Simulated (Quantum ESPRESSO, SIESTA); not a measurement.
# In-plane stress of bcc Ta under biaxial strain, SIESTA DZP, PBEsol

Calculated with SIESTA 5.4.2: PBEsol; DZP orbitals, shift 0.01 Ry, mesh 400 Ry; k-mesh 9×9×9. The first two cell vectors are strained alike from typed lattice constants; the third vector's length and the atoms are relaxed. The geometries are those relaxed at QE, PBEsol. The typed cell isn't stress-free: at zero strain the reference's in-plane stress is -3.3 GPa, compression positive.

| in-plane strain (%) | in-plane stress (GPa, compression positive) |
| --- | --- |
| -4 | 6.161 |
| -3 | 3.031 |
| -2 | 0.1251 |
| -1 | -2.764 |
| 0 | -4.641 |
| +1 | ? |
| +2 | -8.221 |
| +3 | -9.59 |
| +4 | -11.32 |

**Question.** Fit a second-order form in the logarithmic strain to the rows given and interpolate to the withheld row.

Worked fit:

With u = ln[(1 + ε)/(1 + ε0)], counted from the row at ε0 = +0 % where y0 = -4.641, a second-order form y = y0 + a u + b u² makes v = (y − y0)/u a line in u.

| u | v |
| --- | --- |
| -0.0408220 | -264.612 |
| -0.0304592 | -251.878 |
| -0.0202027 | -235.914 |
| -0.0100503 | -186.760 |
| 0.0198026 | -180.784 |
| 0.0295588 | -167.429 |
| 0.0392207 | -170.293 |

With n = 7: mean u = -0.00185030, mean v = -208.239, Σ(u − ū)² = 0.0058835, Σ(u − ū)(v − v̄) = 7.2120. Slope b = 7.2120 / 0.0058835 = 1225.8; intercept a = v̄ − b ū = -205.97.

At the withheld row u = 0.009950, v = a + b u = -193.8, and y = y0 + u v.

Prediction at +1: -6.569 GPa. The run gave -6.632 GPa, so the fit is high by 0.063 GPa (0.95 % of the value).

The first-order term gives a biaxial modulus of 206 GPa at ε0. The second-order term makes up 6.3 % of v at the withheld row. Among the rows given, the largest miss of the fit is at +4, by 0.49 GPa (2.8 % of the range of the table).

Limits: The nuclei are static. The DFT runs use Fermi–Dirac occupations of width 0.1 eV, and energies are free energies. The rows don't follow a smooth parabola (r.m.s. departure 1.0 % of their range), so v is no line in u and the first-order term is poorly fixed; a kink, the k-mesh or scatter of the relaxations can each do this.

[Hosts, paths, dates, database ids (printed as entryN), source tags and the programs' standing remarks are cut or masked in the printed files.]
